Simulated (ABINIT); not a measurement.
**A GW chain in ABINIT: BAs (F-43m)**

Wanted: ground state, empty states, screening and self-energy for BAs (F-43m).

Calculated with ABINIT 10.8.3; PBE and many-body steps on it, plane waves.

**The experiments to reproduce.**

- Gap 4.12 eV: direct gap from square of absorption coefficient, average of two samples; spectroscopic ellipsometry; 300 K; bulk crystal (CVT-grown opaque bulk crystals) (“Optical properties of cubic boron arsenide”, 2019, arxiv:1911.04914).

- Gap 1.82 eV: indirect optical gap from absorption edge; UV-visible absorption; 300 K; bulk crystal (single crystal grown by chemical vapor transport) (“Basic Physical Properties of Cubic Boron Arsenide”, 2019, arxiv:1911.11281).

- Gap 2.02 eV: indirect gap from square root of absorption coefficient, average of three samples; transmission and reflection spectroscopy; 300 K; bulk crystal (CVT-grown platelets about 10 um thick) (“Optical properties of cubic boron arsenide”, 2019, arxiv:1911.04914).

- Gap 1.82 eV: indirect gap from Tauc plot of optical absorption; UV-visible absorption, indirect Tauc plot; 300 K; bulk crystal (three thin as-grown single crystals with the same absorption edge) (“Photoluminescence mapping and time-domain thermo-photoluminescence for rapid imaging and measurement of thermal conductivity of boron arsenide”, 2019, arxiv:1910.07149).

## 1. Starting point

It takes space group F-43m (No. 216, cubic). Conventional cell: a = 4.777 Å, b = 4.777 Å, c = 4.777 Å, α = 90.00°, β = 90.00°, γ = 90.00°. Nearest to B lie 4 As at 2.07 Å. Nearest to As lie 4 B at 2.07 Å. Farther neighbours are not listed.

The cell and positions come from the Crystallography Open Database and are kept as given unless a step says otherwise.

## 2. Ground state

This step: ABINIT 10.8.3; DFT, PBE, plane waves, norm-conserving pseudopotentials.

The ground-state density comes first.

The input, run.abi:

```
acell 3*1.0 Angstrom
rprim 
  -0.000000000000 2.388500000000 2.388500000000
  2.388500000000 -0.000000000000 2.388500000000
  2.388500000000 2.388500000000 -0.000000000000
ntypat 2
znucl 5 33
natom 2
typat 1 2
xred 
  0.000000000000 0.000000000000 0.000000000000
  0.250000000000 0.250000000000 0.250000000000
pp_dirpath "pseudos"
pseudos "B.upf, As.upf"
ecut 44
ngkpt 8 8 8
nshiftk 1
shiftk 0 0 0
kptopt 1
chksymbreak 0
nband 18
occopt 1
tolvrs 1e-10
nstep 60
prtwf 0
optforces 0
optstress 0
indata_prefix "in"
outdata_prefix "out"
tmpdata_prefix "tmp"
```

Command:

```console
$ OMP_NUM_THREADS=1 mpirun -n 8 abinit run.abi > log
```

Numbers of over 12 decimals in the logs are rounded to 6 here.

Output:

```text
.Version 10.8.3 of ABINIT. v10.8.2 released Aug 2026.

 Symmetries : space group F-4 3 m (#216); Bravais cF (face-center cubic)
================================================================================
 Values of the parameters that define the memory need of the present run
     intxc =       0    ionmov =       0      iscf =       7    lmnmax =       6
     lnmax =       6     mgfft =      40  mpssoang =       3    mqgrid =    3001
     natom =       2  nloc_mem =       1    nspden =       1   nspinor =       1
    nsppol =       1      nsym =      24    n1xccc =    2501    ntypat =       2
    occopt =       1   xclevel =       2
-    mband =          18        mffmem =           1         mkmem =           4
       mpw =        2601          nfft =       64000          nkpt =          29
================================================================================
  Rough estimation (10% accuracy) of disk space for files :
================================================================================

--------------------------------------------------------------------------------
------------- Echo of variables that govern the present computation ------------
--------------------------------------------------------------------------------
 -outvars: echo values of preprocessed input variables --------
            acell      1.8897261259E+00  1.8897261259E+00  1.8897261259E+00 Bohr

      chksymbreak           0
             ecut      4.40000000E+01 Hartree
-          fftalg         312

              ixc     -101130
              kpt      0.00000000E+00  0.00000000E+00  0.00000000E+00
                       1.25000000E-01  0.00000000E+00  0.00000000E+00
                       2.50000000E-01  0.00000000E+00  0.00000000E+00
                       3.75000000E-01  0.00000000E+00  0.00000000E+00
                       5.00000000E-01  0.00000000E+00  0.00000000E+00
                       1.25000000E-01  1.25000000E-01  0.00000000E+00
                       2.50000000E-01  1.25000000E-01  0.00000000E+00
                       3.75000000E-01  1.25000000E-01  0.00000000E+00
                       5.00000000E-01  1.25000000E-01  0.00000000E+00
   [... 18 further rows ...]
                      -3.75000000E-01  5.00000000E-01  1.25000000E-01
                      -2.50000000E-01  5.00000000E-01  2.50000000E-01
         kptrlatt        8    0    0      0    8    0      0    0    8
          kptrlen      5.10656775E+01
P           mkmem           4
            natom           2
            nband          18
            ngfft          40      40      40
             nkpt          29
            nstep          60
             nsym          24
           ntypat           2
              occ      2.000000  2.000000  2.000000  2.000000  2.000000  2.000000
                       2.000000  2.000000  2.000000  2.000000  2.000000  2.000000
                       2.000000  0.000000  0.000000  0.000000  0.000000  0.000000
        optforces           0
        optstress           0
            prtwf           0
            rprim     -0.0000000000E+00  2.3885000000E+00  2.3885000000E+00
[...]
spgroup         216

           tolvrs      1.00000000E-10

             xred      0.0000000000E+00  0.0000000000E+00  0.0000000000E+00
[...]
znucl        5.00000   33.00000

================================================================================

 chkinp: Checking input parameters for consistency.

================================================================================
== DATASET  1 ==================================================================
-   mpi_nproc: 8, omp_nthreads: 1 (-1 if OMP is not activated)

--- !DatasetInfo
iteration_state: {dtset: 1, }
dimensions: {natom: 2, nkpt: 29, mband: 18, nsppol: 1, nspinor: 1, nspden: 1, mpw: 2601, }
cutoff_energies: {ecut:  44.0, pawecutdg:  -1.0, }
electrons: {nelect:   2.60000000E+01, charge:   0.00000000E+00, occopt:   1.00000000E+00, tsmear:   1.00000000E-02, }

 Real(R)+Recip(G) space primitive vectors, cartesian coordinates (Bohr,Bohr^-1):
 R(1)=  0.0000000  4.5136109  4.5136109  G(1)= -0.1107761  0.1107761  0.1107761
 R(2)=  4.5136109  0.0000000  4.5136109  G(2)=  0.1107761 -0.1107761  0.1107761
 R(3)=  4.5136109  4.5136109  0.0000000  G(3)=  0.1107761  0.1107761 -0.1107761
 Unit cell volume ucvol=  1.8390873E+02 bohr^3
 Angles (23,13,12)=  6.00000000E+01  6.00000000E+01  6.00000000E+01 degrees

 getcut: wavevector=  0.0000  0.0000  0.0000  ngfft=  40  40  40
         ecut(hartree)=     44.000   => boxcut(ratio)=   2.09860

--- Pseudopotential description ------------------------------------------------
- B Generated using ONCVPSP code by D. R. Hamann
-  5.00000   3.00000  171031                  znucl, zion, pspdat
12 -101130 1 -1 1534                          pspcod,pspxc,lmax,lloc,mmax
     nproj     2     2     0
  pspatm : epsatm=    3.38844616
         --- l  ekb(1:nproj) -->
[...]
pspatm: atomic psp has been read  and splines computed

- As Generated using ONCVPSP code by D. R. Hamann
- 33.00000  23.00000  171031                  znucl, zion, pspdat
12 -101130 2 -1 1358                          pspcod,pspxc,lmax,lloc,mmax
     nproj     2     2     2
  pspatm : epsatm=   24.77333152
         --- l  ekb(1:nproj) -->
[...]
2  -10.105298   -4.355719
 pspatm: atomic psp has been read  and splines computed

   7.32206220E+02                                ecore*ucvol(ha*bohr**3)
--------------------------------------------------------------------------------

_setup2: Arith. and geom. avg. npw (full set) are    2564.154    2564.133

================================================================================

--- !BeginCycle
iteration_state: {dtset: 1, }
solver: {iscf: 7, nstep: 60, nline: 4, wfoptalg: 0, }
tolerances: {tolvrs: 1.00E-10, }

     iter   Etot(hartree)      deltaE(h)  residm     vres2
 ETOT  1  -307.28277226239    -3.073E+02 1.451E+00 2.107E+02
 ETOT  2  -308.18137084335    -8.986E-01 4.681E-02 9.286E+01
 ETOT  3  -308.19264815402    -1.128E-02 4.179E-02 1.329E+00
 ETOT  4  -308.19277605002    -1.279E-04 1.708E-03 3.985E-02
 ETOT  5  -308.19279338962    -1.734E-05 7.103E-05 1.145E-02
 ETOT  6  -308.19279455618    -1.167E-06 1.440E-04 2.116E-04
 ETOT  7  -308.19279456963    -1.345E-08 1.289E-05 4.646E-06
 ETOT  8  -308.19279456994    -3.174E-10 2.002E-05 4.544E-08
 ETOT  9  -308.19279456993     1.523E-11 1.139E-05 1.993E-09
 ETOT 10  -308.19279456992     1.432E-11 1.824E-05 2.264E-11

 At SCF step   10       vres2   =  2.26E-11 < tolvrs=  1.00E-10 =>converged.

--- !ResultsGS
iteration_state: {dtset: 1, }
comment   : Summary of ground state results
lattice_vectors:
- [ -0.0000000,   4.5136109,   4.5136109, ]
- [  4.5136109,  -0.0000000,   4.5136109, ]
- [  4.5136109,   4.5136109,  -0.0000000, ]
lattice_lengths: [   6.38321,    6.38321,    6.38321, ]
lattice_angles: [ 60.000,  60.000,  60.000, ] # degrees, (23, 13, 12)
lattice_volume:   1.8390873E+02
convergence: {deltae:  1.432E-11, res2:  2.264E-11, residm:  1.824E-05, diffor:  0.000E+00, }
etotal    :  -3.08192795E+02
entropy   :   0.00000000E+00
fermie    :   2.93949411E-01
cartesian_stress_tensor: null
pressure_GPa: null
xred      :
- [  0.0000E+00,   0.0000E+00,   0.0000E+00,  B]
- [  2.5000E-01,   2.5000E-01,   2.5000E-01, As]
cartesian_forces: null
force_length_stats: {min: null, max: null, mean: null, }

 Integrated electronic density in atomic spheres:
 ------------------------------------------------
 Atom  Sphere_radius  Integrated_density
    1        2.00000          2.57184315
    2        2.00000         20.47813491
================================================================================

 ----iterations are completed or convergence reached----

 Mean square residual over all n,k,spin=   60.034E-09; max=  18.236E-06
 reduced coordinates (array xred) for    2 atoms
       0.000000000000      0.000000000000      0.000000000000
       0.250000000000      0.250000000000      0.250000000000
 rms dE/dt=  0.0000E+00; max dE/dt=  0.0000E+00; dE/dt below (all hartree)
    1       0.000000000000      0.000000000000      0.000000000000
    2       0.000000000000      0.000000000000      0.000000000000

 cartesian coordinates (angstrom) at end:
    1      0.000000     0.000000     0.000000
    2      1.194250     1.194250     1.194250
 length scales=  1.889726125908  1.889726125908  1.889726125908 bohr
              =  1.000000000000  1.000000000000  1.000000000000 angstroms
 prteigrs : about to open file out_EIG
 Fermi (or HOMO) energy (hartree) =   0.29395   Average Vxc (hartree)=  -0.41185
 Eigenvalues (hartree) for nkpt=  29  k points:
 kpt#   1, nband= 18, wtk=  0.00195, kpt=  0.0000  0.0000  0.0000 (reduced coord)
  -6.52474   -4.44262   -4.44262   -4.44262   -1.02470   -1.02470   -1.02470   -1.02395
  -1.02395   -0.27205    0.29395    0.29395    0.29395    0.41483    0.41483    0.41483
   0.46596    0.64661
 prteigrs : prtvol=0 or 1, do not print more k-points.

--- !EnergyTerms
iteration_state     : {dtset: 1, }
comment             : Components of total free energy in Hartree
kinetic             :  1.38353924928963E+02
hartree             :  1.24507800013425E+02
xc                  : -2.89029142097494E+01
Ewald energy        : -1.42752833839720E+02
psp_core            :  3.98135661095920E+00
local_psp           : -3.25924045357233E+02
non_local_psp       : -7.74560827165594E+01
total_energy        : -3.08192794569915E+02
total_energy_eV     : -8.38635317127023E+03
band_energy         : -4.95260199424558E+01

== END DATASET(S) ==============================================================
================================================================================

 -outvars: echo values of variables after computation  --------
           etotal     -3.0819279457E+02
            nband          18
             nkpt          29
          spgroup         216
 [... the other variables as echoed above ...]

 Calculation completed.
```

It took 9 s on 8 MPI ranks of Arm Neoverse V1, shared host; peak memory 0.56 GiB.

Numbers from this step:

```
total energy               : -8386.3532 eV
gap                        : 1.208 eV
k of the valence top       : 0, 0, 0
k of the conduction bottom : 0.375, 0.375, 0
least direct gap           : 3.289 eV
```

The gap is indirect, with the least direct gap 2.08 eV higher.

(Part 1 of 3 ends here.)

[Paths, hosts, dates, memory and timing lines, banners, echoed tables and standing remarks are left out of the program output.]

[Logs are printed without paths, hosts, clocks, repeated set-up lines and the standing remarks that a program may print on its own settings, such as how far it seeks lower states.]

[Runs of the session that timed out or met a known fault of the program may be left out.]

[No measured gap is set beside runs whose start may be inverted or whose files or cutoffs have a known fault.]

[Hosts, paths, dates, database ids (printed as entryN), source tags and the programs' standing remarks are cut or masked in the printed files.]

[G0W0 gaps are taken among the corrected bands and points alone; a level outside them can change the order at an edge.]

[Where Ansatz stands beside ABINIT at settings called matched, ABINIT's density can come from a denser mesh and the files from another edition; pairs whose starting gaps differed by over 0.03 eV were left out, so agreement reads better than it is.]
